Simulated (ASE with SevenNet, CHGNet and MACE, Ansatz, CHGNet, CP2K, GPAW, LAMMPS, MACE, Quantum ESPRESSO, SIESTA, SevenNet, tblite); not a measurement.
## Machine-learned potentials on amorphous Si (114 atoms): settings against a plane-wave reference

Wanted: machine-learned potentials inputs and outputs for amorphous Si (114 atoms), checked against a plane-wave reference.

Calculated with ASE with SevenNet, CHGNet and MACE; the method is named at each step.

## Step 1: The structure

The cell holds 114 atoms: 114 Si. Its edges and angles: a = 13.280 Å, b = 13.280 Å, c = 13.280 Å, α = 90.0°, β = 90.0°, γ = 90.0°. 114 atoms (114 Si) placed at random at 2.27 g/cm³, melted at 3500 K for 10 ps at fixed volume with the Tersoff potential (Tersoff, Phys. Rev. B 39, 5566 (1989)). Quenched from 3500 K to 700 K at 10 K/ps and fixed volume, annealed at 1200 K for 20 ps, held 5 ps.

The yardstick, on the same geometry:

* method: Kohn-Sham DFT, PBE, SSSP efficiency 1.3.0 pseudopotentials, plane waves (Quantum ESPRESSO 7.5); sssp-pbe-1.3.0-efficiency, cutoffs 45/360 Ry, Γ point
* r.m.s. force component: 0.8128 eV/Å
* longest force: 3.968 eV/Å
* pressure: 0.7543 GPa
* time: 4.5 min on 4 MPI ranks of Arm Neoverse V2, shared host
* CPU time: 18 min

## Step 2: SevenNet 0 potential

Method: machine-learned interatomic potential SevenNet 0, trained on PBE(+U) plane-wave data.

run.py reads:

```python
import numpy as np
from ase.io import read
import mlip  # loads the published weights by name

atoms = read("structure.xyz")
atoms.calc = mlip.calc("7net-0")
energy = atoms.get_potential_energy()
forces = atoms.get_forces()
print(f"energy {energy:.6f} eV")
print("forces (eV/A)")
for i, (a, f) in enumerate(zip(atoms, forces)):
    print(f"{i:4d} {a.symbol:2s} {f[0]:10.5f} {f[1]:10.5f} {f[2]:10.5f}")
stress = -atoms.get_stress(voigt=False) * 160.21766
print("stress (GPa, compression positive)")
for row in stress:
    print(" ".join(f"{x:10.4f}" for x in row))
```

structure.xyz reads:

```xyz
114
Lattice="13.28010 0.00000 0.00000 0.00000 13.28010 0.00000 0.00000 0.00000 13.28010" Properties=species:S:1:pos:R:3 pbc="T T T"
Si 3.62162 6.04603 7.11481
Si 8.72011 10.94333 11.13417
Si 3.72427 3.78084 7.24151
Si 9.09687 4.90022 10.47309
Si 4.16836 6.47086 3.45787
Si 4.06437 1.77927 0.64422
Si 7.26860 7.28188 5.69982
Si 10.72408 0.12762 5.57924
Si 4.43024 8.11892 1.76400
Si 3.62932 0.08061 5.65626
Si 4.62519 12.02872 2.49892
Si 11.26179 4.52772 7.51468
Si 9.02808 7.86262 9.20112
Si 1.28272 5.67379 7.35372
Si 0.83744 7.26740 9.10670
Si 12.23403 1.65311 4.52559
Si 11.48476 8.33419 12.12473
Si 2.76107 2.27037 5.58574
Si 9.23711 9.68624 7.71786
Si 4.76025 7.32225 5.47299
Si 6.00287 3.12999 6.96701
Si 11.31212 8.26500 1.12323
Si 8.48479 5.61589 4.47978
Si 0.61606 1.01633 0.82111
Si 9.51506 9.82674 4.14658
Si 7.32451 6.65599 7.82981
Si 11.80667 9.99739 7.43739
Si 7.50445 9.75742 0.83598
Si 5.99836 0.51992 3.25057
Si 2.33398 8.48917 0.76507
Si 12.21450 1.35138 12.60242
Si 3.05256 2.99148 9.27296
Si 8.75105 6.06569 2.06638
Si 2.06745 2.82587 1.09242
Si 9.24521 1.41486 9.87880
Si 10.77428 13.18435 0.01859
Si 0.81234 12.35647 4.44326
Si 6.03979 10.44958 4.97366
Si 3.40913 10.26950 7.89382
Si 6.77272 0.85789 7.18892
Si 5.98654 12.83389 5.51748
Si 11.37321 12.27812 2.07927
Si 0.70185 10.23391 0.52802
Si 13.27598 10.14879 4.50740
Si 0.91912 9.40098 8.16487
Si 9.78225 12.33482 3.67527
Si 5.32559 0.41460 10.79473
Si 8.74800 2.29626 4.20674
Si 5.06503 9.79925 11.06684
Si 1.44434 8.94999 5.73740
Si 5.10487 6.98653 8.77084
Si 0.98937 6.75399 5.23595
Si 13.23070 3.74565 7.69024
Si 3.80063 9.61612 5.54989
Si 9.32834 3.00688 11.63350
Si 3.40010 0.63107 9.41360
[... 54 atom lines left out ...]
Si 11.37454 3.54738 12.75673
Si 8.48346 0.54913 0.46680
Si 8.30750 0.50212 2.81419
Si 2.92614 12.51464 7.61693
```

Command:

```sh
OMP_NUM_THREADS=1 python run.py > output.txt
```

Log:

```text
energy -589.389771 eV
forces (eV/A)
   0 Si    0.46154    0.30885    0.15503
   1 Si   -0.09328   -0.43764    0.37228
   2 Si    0.44188   -0.74323   -0.79427
   3 Si    0.13424    0.25766   -0.93469
   4 Si    0.77024   -0.52758   -0.67653
   5 Si   -0.03205   -0.62194   -0.12003
   6 Si   -0.53187    0.00583   -1.07388
   7 Si    0.35994   -0.48605   -0.23384
   8 Si   -0.20193    0.65651    0.95685
   9 Si    0.79189   -0.28884   -0.87326
  10 Si    0.44292   -0.71499    0.36298
  11 Si   -3.33746    0.61537    0.43384
  12 Si    0.03280   -0.68911   -0.76409
  13 Si   -0.17552    0.82232   -0.18486
  14 Si    0.81602   -0.46889    0.08293
  15 Si   -1.22140    1.08255   -0.16592
  16 Si    0.03588    0.21044   -0.81644
  17 Si    0.32950    0.19578    0.18197
  18 Si    0.17606    0.30927    0.04933
  19 Si    0.40225    0.33274    0.44166
  20 Si    0.36928    0.05704   -0.49867
  21 Si   -0.40639    1.07797    0.50619
  22 Si   -0.55890    0.23598    0.09088
  23 Si    0.46429    0.34289    0.22174
[...]
106 Si    0.07641    0.83287    0.01567
 107 Si    0.39190    0.73370    0.34097
 108 Si    0.10618   -0.17688    0.48080
 109 Si    0.07456   -0.19946   -0.71329
 110 Si   -0.46929   -0.17084    0.37527
 111 Si    0.26195    0.81126    0.29907
 112 Si   -0.89737    0.39790   -0.51604
 113 Si   -0.09020   -0.04645    0.74423
stress (GPa, compression positive)
    1.3056     0.2181    -0.2355
    0.2181     0.3183    -0.6889
   -0.2355    -0.6889     1.1159
```

Wall time 6.8 s (1 thread of Arm Neoverse V2, shared host); peak memory 0.87 GiB.

Banners, paths, timers and routine set-up lines are dropped from the logs unmarked, and long logs keep their key lines alone; longer cuts are marked.

Numbers from this run, and their distance from the reference:

* r.m.s. force component: 0.6384 eV/Å
* r.m.s. difference of force components: 239.4 meV/Å
* longest difference of force vectors: 780.9 meV/Å
* force difference over r.m.s. force: 29.46 %
* slope of forces against the reference's: 0.765
* correlation of force components: 0.9741
* pressure: 0.9133 GPa
* pressure difference: 0.159 GPa

Local excerpt of 9 atoms (numbers count through the whole input) about Si45, which has 5 bonded neighbours where the commonest count for Si is 4; x, y, z are measured from there.

```csv
atom,x,y,z,distance (Å),bonds,Fx,Fy,Fz (eV/Å)
Si45,0.00,0.00,0.00,0.00,5,-0.15,0.29,-0.02
Si15,-0.08,-2.13,0.94,2.33,4,0.82,-0.47,0.08
Si50,0.53,-0.45,-2.43,2.52,4,0.72,-0.11,0.42
Si27,-2.39,0.60,-0.73,2.57,4,-0.55,-0.67,-0.37
Si99,0.25,1.30,2.21,2.58,4,0.23,-1.11,-0.14
Si39,2.49,0.87,-0.27,2.65,4,-0.01,-0.19,-0.57
Si114,2.01,3.11,-0.55,3.74,4,-0.09,-0.05,0.74
Si67,2.11,-2.37,2.09,3.80,4,-0.26,-0.13,0.34
Si95,1.91,-0.36,3.28,3.81,4,-0.20,0.42,0.52
```

Atoms are counted from 1 here, from 0 in the log.

Forces lie 29 % from the reference's, at 0.0062 times its CPU time (on 1 against 4 cores).

## Step 3: CHGNet r2SCAN potential

Method: machine-learned interatomic potential CHGNet r2SCAN, trained on r2SCAN plane-wave data.

run.py, as its differences from that of step 2:

```diff
@@ -5,3 +5,3 @@
 atoms = read("structure.xyz")
-atoms.calc = mlip.calc("7net-0")
+atoms.calc = mlip.calc("chgnet-r2scan")
 energy = atoms.get_potential_energy()
```

structure.xyz is that of step 2.

Log:

```text
CHGNet vr2scan initialized with 412,525 parameters
CHGNet will run on cpu
energy -974.264954 eV
forces (eV/A)
   0 Si    0.37389    0.09491    0.19435
   1 Si    0.00379   -0.41318    0.19373
   2 Si    0.66793   -0.84536   -0.60125
   3 Si   -0.11545    0.08713   -0.31654
   4 Si    0.63455   -0.45530   -0.11627
   5 Si   -0.01554   -0.40303   -0.16613
   6 Si   -0.53582   -0.33301   -0.38688
   7 Si   -0.03943   -0.30512    0.00212
   8 Si   -0.14579    0.36854    0.50020
   9 Si    0.69471   -0.49297   -0.18743
  10 Si    0.18747   -0.48685   -0.17923
  11 Si   -2.12364    0.29332    0.42419
  12 Si    0.28897   -0.48173   -0.73672
  13 Si   -0.26430    0.89999   -0.13105
  14 Si    0.66021   -0.37414    0.00088
  15 Si   -0.71566    0.80271   -0.29989
  16 Si    0.04065    0.14045   -0.48628
  17 Si    0.07692    0.35760   -0.01057
  18 Si    0.22317    0.25063    0.39321
  19 Si    0.26688    0.13190   -0.13620
  20 Si    0.26346    0.23176   -0.37815
  21 Si   -0.33276    0.54509    0.45367
  22 Si   -0.56843    0.29385    0.14878
  23 Si    0.12854    0.18551    0.19835
[...]
106 Si    0.18123    0.46295   -0.21065
 107 Si    0.33025    0.51808    0.00892
 108 Si    0.13713    0.09371    0.61944
 109 Si    0.34920    0.17592   -0.51228
 110 Si   -0.33738    0.04039    0.35601
 111 Si    0.00090    0.55455    0.15690
 112 Si   -0.59669    0.18685   -0.25797
 113 Si    0.11687    0.11048    0.35640
stress (GPa, compression positive)
   -0.2578     0.2162    -0.1172
    0.2162    -1.2301    -0.5208
   -0.1172    -0.5208    -0.7483
```

Elapsed: 3.2 s, on 1 thread; peak memory 0.87 GiB.

Numbers from this run, and their distance from the reference:

```yaml
r_m_s_force_component: 0.4568 eV/Å
r_m_s_difference_of_force_components: 426.5 meV/Å
longest_difference_of_force_vectors: 1803 meV/Å
force_difference_over_r_m_s_force: 52.48 %
slope_of_forces_against_the_reference_s: 0.5202
correlation_of_force_components: 0.9257
pressure: -0.7454 GPa
pressure_difference: -1.5 GPa
```

Against the first run (29 %), the force difference from the reference is 52 %, at 0.46 times the CPU time; this potential was trained at another functional than the reference's, which explains only part of so large a difference.

## Step 4: MACE MPA-0 medium potential

Method: machine-learned interatomic potential MACE MPA-0 medium, trained on PBE(+U) plane-wave data.

run.py, as its differences from that of step 3:

```diff
@@ -5,3 +5,3 @@
 atoms = read("structure.xyz")
-atoms.calc = mlip.calc("chgnet-r2scan")
+atoms.calc = mlip.calc("mace-mpa-0-medium")
 energy = atoms.get_potential_energy()
```

structure.xyz is that of step 3.

Log:

```text
energy -589.763886 eV
forces (eV/A)
   0 Si    0.30770    0.57232    0.05170
   1 Si   -0.38100   -0.62393    0.46274
   2 Si    0.68275   -1.01318   -0.85265
   3 Si    0.28551    0.32698   -0.91572
   4 Si    0.81092   -0.53960   -0.66615
   5 Si   -0.04365   -0.86050   -0.26347
   6 Si   -0.69808   -0.01092   -1.09832
   7 Si    0.40318   -0.47178   -0.27156
   8 Si   -0.07535    0.75873    1.15386
   9 Si    0.90053   -0.32919   -0.78977
  10 Si    0.44366   -0.65389    0.29460
  11 Si   -3.41124    0.80183    0.65526
  12 Si   -0.00056   -0.79323   -0.89326
  13 Si   -0.33237    0.77384   -0.17327
  14 Si    0.91610   -0.50881    0.10177
  15 Si   -1.28370    1.04953   -0.26087
  16 Si   -0.03609    0.16992   -0.86414
  17 Si    0.17313    0.29279    0.20784
  18 Si    0.47081    0.44072    0.11552
  19 Si    0.53306    0.33573    0.22737
  20 Si    0.30185    0.03524   -0.39036
  21 Si   -0.41131    1.27015    0.47160
  22 Si   -0.60124    0.20216    0.13694
  23 Si    0.56335    0.43040    0.26257
[...]
106 Si    0.10172    1.00189    0.07917
 107 Si    0.38460    0.69267    0.24202
 108 Si    0.00939   -0.03676    0.52490
 109 Si    0.01907   -0.07691   -0.87326
 110 Si   -0.51341   -0.16249    0.33485
 111 Si    0.25691    1.18433    0.35079
 112 Si   -0.93833    0.28557   -0.61229
 113 Si    0.03401    0.04513    0.63853
stress (GPa, compression positive)
    1.4574     0.3248    -0.2856
    0.3248     0.1522    -0.9247
   -0.2856    -0.9247     0.8990
```

Wall time 7.5 s (1 thread); peak memory 1 GiB.

Numbers from this run, and their distance from the reference:

```
r.m.s. force component                  : 0.693 eV/Å
r.m.s. difference of force components   : 186.3 meV/Å
longest difference of force vectors     : 670.7 meV/Å
force difference over r.m.s. force      : 22.92 %
slope of forces against the reference's : 0.8372
correlation of force components         : 0.9819
pressure                                : 0.8362 GPa
pressure difference                     : 0.0819 GPa
```

Against the first run (29 %), the force difference from the reference is 23 %, at 1.1 times the CPU time.

## Step 5: The ladder

Differences are against the plane-wave reference, forces as r.m.s. over components; share is that over the reference's r.m.s. force, slope the least-squares factor from reference forces to these. Total energies of different programs have different zeros and aren't compared.

```csv
run,"Δ force, r.m.s. (meV/Å)",share (%),slope,Δ pressure (GPa),cores,CPU time,memory (GiB)
reference,-,-,-,-,4,18 min,9.2
SevenNet 0 potential,239,29.5,0.765,0.159,1,6.8 s,0.87
CHGNet r2SCAN potential,427,52.5,0.520,-1.50,1,3.1 s,0.87
MACE MPA-0 medium potential,186,22.9,0.837,0.0819,1,7.5 s,1.0
```

Times of the machine-learned potentials are mostly Python's start and the loading of weights.

CPU time is summed over cores on a shared host, where runs went side by side, so it is rough. Symmetry, cutoffs, thresholds, outputs and thread counts weren't matched or tuned between programs; memory under MPI is the largest rank's times the ranks.

## Step 6: What came out

| Quantity | Value |
| --- | --- |
| nearest in forces | MACE MPA-0 medium potential, 23 % |
| its CPU time | 7.5 s |

What this shows: Machine-learned potentials differ by 23 % (MACE MPA-0 medium potential) to 52 % (CHGNet r2SCAN potential); they were trained on other programs' data, some at another functional. Among those trained on PBE data the slope goes as low as 0.77, which softening far from their training structures can give, though the reference's k-sampling is untested too. The reference's pressure holds the uncorrected Pulay stress of its 45 Ry basis, so small pressure differences, and their order, may be the reference's own error. Machine-learned potentials mimic data converged in k, so the reference's own k-point error enters their differences. The quench rate of 10 K/ps is many orders above laboratory rates, so the cell is likely richer in defects and strain than a real sample. The network of bonds at the start is that of the classical potential that made the cell, and needn't be the one that DFT or experiment would give. The electronic-structure runs sample only Γ, in a cell whose shortest periodic width is 13 Å, which is coarse for a cell with partly filled levels.

[Also dropped from logs without a mark: logging warnings of Python, and SIESTA's first energy breakdown and zero terms.]

[Logs are printed without paths, hosts, clocks, repeated set-up lines and the standing remarks that a program may print on its own settings, such as how far it seeks lower states.]

[Hosts, paths, dates, database ids (printed as entryN), source tags and the programs' standing remarks are cut or masked in the printed files.]
